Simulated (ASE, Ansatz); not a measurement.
# Electronic structure of twisted Ti2CO2 MXene bilayer, 54.91° (1270 atoms)

What does DFT give for twisted Ti2CO2 MXene bilayer, 54.91° (1270 atoms) as built?

Calculated with Ansatz 0.2.0; Kohn-Sham DFT, PBE+D4, PAW (set soft_2), localised support functions (medium).

## (1) The starting structure

The cell holds 1270 atoms: 254 C, 508 Ti and 508 O. Its edges and angles: a = 34.146 Å, b = 34.146 Å, c = 23.800 Å, α = 90.0°, β = 90.0°, γ = 120.0°. It derives from Ti2CO2 (Ti2CO2 MXene). Ti2CO2 MXene (a = 3.03 Å) under Ti2CO2 MXene (a = 3.03 Å), bilayer, commensurate cell of 127 unit cells a layer, twist 54.91 deg; facing planes 2.92 Å apart; 12 Å of vacuum; layers as built, displaced by a Gaussian of 0.01 Å. Regions: layer 1, 635 atoms (127 C, 254 Ti and 254 O); layer 2, 635 atoms (127 C, 254 Ti and 254 O). Vacuum lies along c.

Limits known from the start: Beside vacuum, support functions can miss their usual error bounds without a warning. The main run has no spin polarisation, so moments on Ti can't form in it, and no Hubbard term. Sampling is at Γ alone, for a cell whose shortest periodic width is 30 Å.

## (2) Support functions medium

One self-consistent run at the given positions yields energy and forces.

File input.yaml:

```yaml
crystal:
  lattice:
    - [34.1464, 0.0, 0.0]
    - [-17.0732, 29.57165, 0.0]
    - [0.0, 0.0, 23.8]
  atoms:
    - { symbol: C, position: [0.00733, 0.85026, 0.34564] }
    - { symbol: Ti, position: [0.05724, 0.9027, 0.39995] }
    - { symbol: Ti, position: [0.06052, 0.85287, 0.29053] }
    - { symbol: O, position: [0.0606, 0.85353, 0.43861] }
    - { symbol: O, position: [0.05845, 0.90298, 0.25193] }
    - { symbol: C, position: [0.05504, 0.95354, 0.34513] }
    - { symbol: Ti, position: [0.10503, 0.00472, 0.40062] }
    - { symbol: Ti, position: [0.10745, 0.95511, 0.29059] }
    - { symbol: O, position: [0.10698, 0.95485, 0.43832] }
    - { symbol: O, position: [0.10502, 0.00519, 0.25146] }
    - { symbol: C, position: [0.01593, 0.70093, 0.34504] }
    - { symbol: Ti, position: [0.06519, 0.75348, 0.40042] }
    - { symbol: Ti, position: [0.06814, 0.70399, 0.29029] }
    - { symbol: O, position: [0.06792, 0.70355, 0.43908] }
    - { symbol: O, position: [0.06567, 0.75309, 0.25202] }
    - { symbol: C, position: [0.06324, 0.80326, 0.34595] }
    - { symbol: Ti, position: [0.11267, 0.85586, 0.39999] }
    - { symbol: Ti, position: [0.11501, 0.80583, 0.29092] }
    - { symbol: O, position: [0.11551, 0.80517, 0.43832] }
    - { symbol: O, position: [0.11347, 0.85577, 0.25282] }
    - { symbol: C, position: [0.11017, 0.90546, 0.3458] }
    - { symbol: Ti, position: [0.16002, 0.95807, 0.40011] }
    - { symbol: Ti, position: [0.16302, 0.90814, 0.29067] }
    - { symbol: O, position: [0.16238, 0.90825, 0.43896] }
    - { symbol: O, position: [0.16022, 0.95794, 0.25224] }
    - { symbol: C, position: [0.02416, 0.55151, 0.3454] }
    - { symbol: Ti, position: [0.07376, 0.60318, 0.40033] }
    - { symbol: Ti, position: [0.07663, 0.55399, 0.29048] }
    - { symbol: O, position: [0.07627, 0.55338, 0.43822] }
    - { symbol: O, position: [0.07389, 0.60387, 0.25195] }
    - { symbol: C, position: [0.07141, 0.6536, 0.34518] }
    - { symbol: Ti, position: [0.12055, 0.70575, 0.40078] }
    [... 1232 atom lines left out ...]
    - { symbol: O, position: [0.12721, 0.00915, 0.56185] }
    - { symbol: C, position: [0.18804, 0.21659, 0.65471] }
    - { symbol: Ti, position: [0.1354, 0.16725, 0.70927] }
    - { symbol: Ti, position: [0.13797, 0.21978, 0.6002] }
    - { symbol: O, position: [0.13851, 0.21926, 0.74723] }
    - { symbol: O, position: [0.13577, 0.16717, 0.56148] }
kpoints:
  mp_grid: { grid: [1, 1, 1] }
hamiltonian:
  xc: pbe
  dispersion: d4
scf:
  occupations: { method: fermi_dirac, width: 0.05 }
  eigensolver: { kind: { support_functions: { accuracy: medium } } }
  mixing: { beta: 0.2 }
  max_iter: 150
output:
  forces: true
```

Run with:

```sh
ansatz run input.yaml --threads 32 --pin off --max-ram 143360MiB --backend cuda --events-out ev --progress --plain --runs-dir out
```

Numbers of over 12 decimals in the logs are rounded to 6 here.

Output:

```text
Warning: scf.eigensolver.kind.support_functions: disabling space-group detection — the functions' gradient is summed over unrotated k-points, so no spatial operation reduces the k-mesh or symmetrises the density; time reversal is kept, so that k and −k are solved as one point where they differ and the mesh holds both, and exact exchange and, on two spinor components, a DFT+U term hold to it where the run has them: [...]
Warning: basis.ecutwfc = 464 eV, auto-derived: no grid that the accuracy of the support functions lays serves the files at the lower one that their records recommend; a deck with other species or settings can derive another value
settings of this run that can trade accuracy for cost: scf.eigensolver.kind.support_functions [...]
Engine: ansatz 0.2.0, aarch64-unknown-linux-gnu
Pseudopotentials: kind: paw
Pseudopotential: C, paw, valence charge 4, recommended cutoff 420 eV (normal), C.paw.azcp
Pseudopotential: Ti, paw, valence charge 12, recommended cutoff 420 eV (normal), Ti.paw.azcp
Pseudopotential: O, paw, valence charge 6, recommended cutoff 420 eV (normal), O.paw.azcp
[... 5 lines on functional and potentials left out ...]
device memory: the entry about to start is reckoned to put 48.1 GiB on a device that reports 182.5 GiB free
GPU FFT provider: cuFFT
GPU libraries: cuBLAS 13.8.1, cuFFT 12.4.0, cuSOLVER 12.3.2
GPU matrix products: emulated (plane waves: as basis.precision tells), large ones in fixed point in workspaces of 1.00 GiB
Crystal: 1270 atoms, lattice volume = 24032.416 Å³
Basis set: ecut = 464 eV, 545087 PW (Γ), exchange–correlation on 480×480×360 points (8 copies of the dense FFT grid, shifted against one another)
Bands: 6096, of which v1, the nominal top of the filled ones, is band 5080 counted from 1 (5079 counted from 0)
Symmetry: 1 space group operations
k-points: 1
[... 7 lines on functional and potentials left out ...]
Initial density: superposition of atomic densities (neutral atoms: chi_scale 0, normalization atom)
Initial wavefunctions: pseudopotential atomic-orbital guess
GPU buffer pool allocated for 10368000 grid points (all kernels)
Functional: x = pbe(κ = 0.804, μ = 0.219515), c = pbe(β = 0.066725)
SCF iter   1: F=—  HF=-1624882.174285 eV  |F-HF|=—  |Δ(HF+E_count)|=         —  Δρ=1.64e-1  dr2=7.85e3  ethr=1.00e-1
preconditioner: auto → Resta (q_TF=auto, 2.364 Å⁻¹)  ε∞=12.3  [insulator: Δε(μ)=2.873 eV  Ē_g=11.128 eV  σ=0.050 eV  W_gap=1.00  n_scr=5338 (ndim 8)  ℏωp=18.7 eV  f_vac=0.391  D(μ)=0.00/eV (n_scr^D=0)  ε∞_Penn≈3.8  vacuum switching on, ρ_ref=2.2e-3 e/Å³]
SCF iter   2: F=—  HF=-1623967.599596 eV  |F-HF|=—  |Δ(HF+E_count)|=    9.15e2  Δρ=9.19e-2  dr2=2.76e3  ethr=7.73e-2
SCF iter   3: F=—  HF=-1623588.169913 eV  |F-HF|=—  |Δ(HF+E_count)|=    3.79e2  Δρ=5.12e-2  dr2=9.81e2  ethr=2.72e-2  κ⁻¹=1.0e0(r=1)
SCF iter   4: F=—  HF=-1623445.918836 eV  |F-HF|=—  |Δ(HF+E_count)|=    1.42e2  Δρ=2.61e-2  dr2=2.70e2  ethr=9.65e-3  κ⁻¹=1.5e-3(r=2)
SCF iter   5: F=—  HF=-1623430.685345 eV  |F-HF|=—  |Δ(HF+E_count)|=    1.52e1  Δρ=1.68e-2  dr2=1.39e2  ethr=2.66e-3  κ⁻¹=6.3e-4(r=3)
SCF iter   6: F=—  HF=-1623412.735274 eV  |F-HF|=—  |Δ(HF+E_count)|=    1.80e1  Δρ=1.15e-2  dr2=6.44e1  ethr=1.36e-3  κ⁻¹=2.1e-4(r=4)
SCF iter   7: F=—  HF=-1623402.776763 eV  |F-HF|=—  |Δ(HF+E_count)|=    9.96e0  Δρ=6.57e-3  dr2=1.40e1  ethr=6.34e-4  κ⁻¹=3.3e-5(r=5)
SCF iter   8: F=—  HF=-1623402.746319 eV  |F-HF|=—  |Δ(HF+E_count)|=   3.04e-2  Δρ=6.28e-3  dr2=1.17e1  ethr=1.38e-4  κ⁻¹=2.9e-5(r=6)
SCF iter   9: F=—  HF=-1623405.830723 eV  |F-HF|=—  |Δ(HF+E_count)|=    3.08e0  Δρ=2.28e-3  dr2=1.87e0  ethr=1.15e-4  κ⁻¹=7.6e-7(r=7)
SCF iter  10: F=—  HF=-1623405.988581 eV  |F-HF|=—  |Δ(HF+E_count)|=   1.58e-1  Δρ=2.43e-3  dr2=1.33e0  ethr=1.84e-5  κ⁻¹=2.7e-6(r=7)
[...]
SCF iter  14: F=—  HF=-1623406.140992 eV  |F-HF|=—  |Δ(HF+E_count)|=   2.58e-2  Δρ=2.69e-4  dr2=1.49e-2  ethr=9.23e-7  κ⁻¹=6.3e-5(r=7)
SCF iter  15: F=—  HF=-1623406.160704 eV  |F-HF|=—  |Δ(HF+E_count)|=   1.97e-2  Δρ=2.38e-4  dr2=1.05e-2  ethr=1.46e-7  κ⁻¹=4.3e-5(r=7)
SCF iter  16: F=—  HF=-1623406.177860 eV  |F-HF|=—  |Δ(HF+E_count)|=   1.72e-2  Δρ=1.36e-4  dr2=5.28e-3  ethr=1.03e-7  κ⁻¹=1.4e-5(r=7)
SCF iter  17: F=—  HF=-1623406.191069 eV  |F-HF|=—  |Δ(HF+E_count)|=   1.32e-2  Δρ=8.79e-5  dr2=1.63e-3  ethr=5.20e-8  κ⁻¹=5.2e-6(r=7)
SCF iter  18: F=—  HF=-1623406.202097 eV  |F-HF|=—  |Δ(HF+E_count)|=   1.10e-2  Δρ=4.76e-5  dr2=3.86e-4  ethr=1.60e-8  κ⁻¹=3.1e-5(r=7)
SCF iter  19: F=—  HF=-1623406.211443 eV  |F-HF|=—  |Δ(HF+E_count)|=   9.35e-3  Δρ=3.77e-5  dr2=1.91e-4  ethr=3.80e-9  κ⁻¹=2.8e-5(r=7)
SCF iter  20: F=—  HF=-1623406.219586 eV  |F-HF|=—  |Δ(HF+E_count)|=   8.14e-3  Δρ=2.08e-5  dr2=8.04e-5  ethr=1.88e-9  κ⁻¹=3.0e-5(r=7)
SCF iter  21: F=—  HF=-1623406.226964 eV  |F-HF|=—  |Δ(HF+E_count)|=   7.38e-3  Δρ=9.66e-6  dr2=1.99e-5  ethr=7.91e-10  κ⁻¹=2.0e-5(r=7)
SCF iter  22: F=—  HF=-1623406.233811 eV  |F-HF|=—  |Δ(HF+E_count)|=   6.85e-3  Δρ=7.41e-6  dr2=8.81e-6  ethr=1.96e-10  κ⁻¹=5.9e-6(r=7)
SCF iter  23: F=-1623406.233812 eV  HF=-1623406.233813 eV  |F-HF|=2.79e-7  |Δ(HF+E_count)|=   2.05e-6  Δρ=3.89e-6  dr2=2.63e-6  ethr=8.67e-11
SCF 1 converged in 23 iterations: F = -1623406.410329 eV  dr2 = 2.63e-6
  greatest PAW one-centre occupation: 0.999 electrons in one spin orbital (limit 2), on the Ti atom at site 1212 (counted from 0), in its partial waves of l = 0
SCF converged after 23 iterations
Stability not checked: this state was not tested for a lower state beside it, because the mixer in use, unlike msr1, does not test its closes by its own steps (another_mixer; see scf.mixing.algorithm and scf.lower_state_search)
Free energy (F): -1623406.410329 eV
Harris-Foulkes:  -1623406.410329 eV  (|F-HF|=2.79e-7)
Internal energy: -1623406.169023 eV  (E = F + TS)
E sigma→0 (E₀):  -1623406.289676 eV
Entropy (-TS):   -0.241305 eV (-0.190 meV/atom)
Fermi energy:    4.272720 eV
--- Per-component energies (eV) ---
  E_band       = -161849.863457
  E_kinetic    = 249885.175683
  E_local      = -7067303.112462  (includes V_loc(G=0)·N_el)
  E_nonlocal   = 33209.269643
  E_softening  = 0.212564  (part of E_nonlocal)
  E_grid_corr  = -0.081687  (part of E_nonlocal)
  E_hartree    = 3426513.237802
  E_xc         = -99872.151333
  E_vxc        = -125799.816623  (∫ρ·V_xc dr)
  E_paw        = -636524.266760  (= ΣΔE_a)
  E_vpaw       = -104868.756332  (= ΣTr[D̂ρ^β])
  E_aug_tail   = 0.970575  (compensation charges beyond the density's cutoff)
  E_ewald      = 2470923.711264
  E_disp       = -238.826919  (pairwise vdW)
  E_smearing   = -0.241305  (= −TS)
  E_closure    = 0.000000  (closes the sum)
  E_support_correction = -0.176516  (second-order, or where that is not computed along the SCF)
  E_support_correction_error = 1.8e-2  (of E_support_correction; not in F)
  Σ components = -1623406.410329   (vs F -1623406.410329, Δ=0.00e0)
--- Forces (eV/Å), atoms counted from 1 ---
[... 1270 lines of forces left out ...]
  max |Σ_I F_I| component: 3.54e-2 eV/Å
--- Band table (eV) ---
[... left out ...]
  guard bands above this table: 882 of the run's 6096 bands (output.publish_guard_bands: true publishes all)
```

Wall time 57 s (1 × NVIDIA GB200 with 32 threads of Arm Neoverse V2, shared host); peak memory 6.2 GiB; 3 min of CPU time.

That memory is the host's; the program planned up to 48.1 GiB on the GPU. Forces of this run were stored rounded, and per-atom blocks of the log weren't kept.

The program notes that the band table was not solved further than the SCF left it and it switched symmetry off.

Numbers from this run:

| Quantity | Value |
| --- | --- |
| free energy | -1623406.4103 eV |
| free energy per atom | -1278.2728 eV/atom |
| SCF cycles | 23 |
| r.m.s. force component | 0.1834 eV/Å |
| longest force | 0.7274 eV/Å |
| Fermi energy | 4.273 eV |
| spacing of highest filled and lowest empty level | 0.3004 eV |
| levels partly filled by over 2 per cent | 9 |

Length of the force by element:

```tsv
element	coordination	atoms	mean length of the force (eV/Å)	spread	least	most
C	all	254	0.291	0.112	0.0874	0.610
O	all	508	0.282	0.120	0.0339	0.727
Ti	all	508	0.304	0.131	0.0151	0.706
```

The levels nearest the highest filled one (over half full), pooled over k-points and spins:

```tsv
level less the highest filled one (eV)	occupation
-0.523	2
-0.522	2
-0.0037	1.87
-0.0023	1.87
-0.0019	1.87
0	1.86
0.300	0.065
0.306	0.058
0.311	0.053
0.324	0.041
0.325	0.04
0.335	0.033
```

## (3) Structure statistics

These statistics describe the geometry on which the runs were made.

Normalised to the volume that the atoms fill. Pair distribution functions g(r), in bins of 0.2 Å:

```tsv
r (Å)	total	O-O	O-Ti	O-C	Ti-Ti	Ti-C	C-C
1.90	2.63	0.00	8.25	0.00	0.00	0.00	0.00
2.10	1.96	0.00	0.20	0.00	0.00	11.85	0.00
2.30	0.32	0.00	0.00	0.00	0.00	1.98	0.00
2.50	0.00	0.00	0.00	0.00	0.00	0.00	0.00
2.70	0.04	0.00	0.00	0.25	0.00	0.00	0.00
2.90	1.35	0.25	0.00	8.00	0.11	0.00	0.37
3.10	3.38	7.34	0.00	0.00	10.36	0.00	13.95
3.30	0.04	0.27	0.00	0.00	0.00	0.00	0.00
3.50	0.43	0.24	1.23	0.00	0.00	0.00	0.00
3.70	1.48	0.24	2.16	0.00	0.00	4.72	0.00
3.90	0.10	0.23	0.19	0.00	0.00	0.00	0.00
4.10	0.71	0.21	0.21	3.83	0.00	0.00	0.00
4.30	0.37	0.20	0.20	0.00	1.68	0.00	0.00
4.50	0.10	0.19	0.20	0.00	0.04	0.00	0.00
4.70	2.46	1.59	6.17	0.00	0.06	1.40	0.00
4.90	0.80	0.22	0.18	0.00	0.17	4.28	0.00
5.10	0.92	0.17	0.17	5.10	0.17	0.00	0.00
5.30	1.48	2.56	0.16	0.33	4.88	0.00	4.78
5.50	0.15	0.16	0.15	0.32	0.16	0.00	0.00
5.70	0.31	1.18	0.15	0.31	0.16	0.00	0.00
5.90	0.14	0.14	0.15	0.29	0.15	0.00	0.00
6.10	0.89	1.93	0.15	0.28	1.92	0.21	3.58
6.30	1.25	0.38	3.35	0.29	0.15	0.28	0.00
6.50	0.94	1.48	0.28	0.26	0.13	3.44	0.00
6.70	0.68	0.12	0.26	3.20	0.15	0.26	0.00
6.90	0.50	0.13	0.48	0.26	1.52	0.26	0.00
7.10	0.96	0.12	2.01	0.23	0.12	1.54	0.00
7.30	0.40	0.17	0.24	1.45	0.17	0.23	0.10
```

Bonds by pair of elements; cutoffs follow the first minimum of g(r), held within bounds set by covalent radii, and pairs that aren't listed don't count as bonded:

```tsv
pair A-B	cutoff (Å)	bonds	mean length (Å)	spread (Å)	shortest (Å)	B about A	A about B
O-Ti	2.64	1524	1.97	0.014	1.93	3	3
Ti-C	2.64	1524	2.19	0.014	2.14	3	6
```

How many atoms have how many bonded neighbours:

```tsv
element	mean	3	6
C	6	0	254
O	3	508	0
Ti	6	0	508
```

Bond angles (no mean is given where the spread exceeds 20°):

```tsv
angle	count	mean (°)	spread (°)
C-Ti-O	4572	-	-
Ti-C-Ti	3810	-	-
C-Ti-C	1524	87.8	0.5
O-Ti-O	1524	100	0.6
Ti-O-Ti	1524	100	0.6
```

By these cutoffs all C atoms have 6, all O atoms have 3 and all Ti atoms have 6 bonded neighbours.

The surroundings of Ti237, picked at random, nearest first, numbered as they follow in the input and with coordinates relative to it.

```tsv
atom	x	y	z	distance (Å)	bonds
Ti237	0.00	0.00	0.00	0.00	6
O239	0.90	-1.47	0.89	1.93	3
O244	0.79	1.56	0.91	1.97	3
O189	-1.76	-0.08	0.90	1.98	3
C286	1.73	0.06	-1.33	2.18	6
C241	-0.98	1.46	-1.32	2.20	6
C236	-0.82	-1.57	-1.32	2.21	6
Ti287	2.52	1.60	-0.02	2.98	6
Ti282	2.67	-1.40	-0.03	3.02	6
Ti232	0.12	-3.02	0.00	3.02	6
Ti242	-0.16	3.02	-0.01	3.03	6
Ti182	-2.57	-1.64	-0.01	3.05	6
Ti187	-2.71	1.39	-0.01	3.05	6
Ti243	0.80	1.55	-2.63	3.16	6
Ti238	0.92	-1.50	-2.63	3.16	6
Ti188	-1.77	-0.08	-2.64	3.18	6
```

The column of bonds counts only the pairs O-Ti within 2.64 Å, Ti-C within 2.64 Å; other neighbours, such as metal atoms beside each other in a compound, aren't counted, and periodic images can show an atom twice.

## (4) What came out

| Property | Result |
| --- | --- |
| free energy per atom | -1278.2728 eV/atom |
| r.m.s. force component | 0.1834 eV/Å |
| spacing of highest filled and lowest empty level | 0.3004 eV |
| wall time of the 1 DFT run | 57 s |

In words: The highest filled and lowest empty levels lie 0.300 eV apart (at Γ alone), but 9 levels are partly filled, by over 2 %, under the smearing. Counting bonds as in the table, all C atoms have 6, all O atoms have 3 and all Ti atoms have 6 bonded neighbours.

**Limits.** The geometry was built by rule, was displaced at random and isn't relaxed at this level: its force components are 0.18 eV/Å r.m.s.

[Logs are printed without paths, hosts, clocks, repeated set-up lines and the standing remarks that a program may print on its own settings, such as how far it seeks lower states.]

[Hosts, paths, dates, database ids (printed as entryN), source tags and the programs' standing remarks are cut or masked in the printed files.]
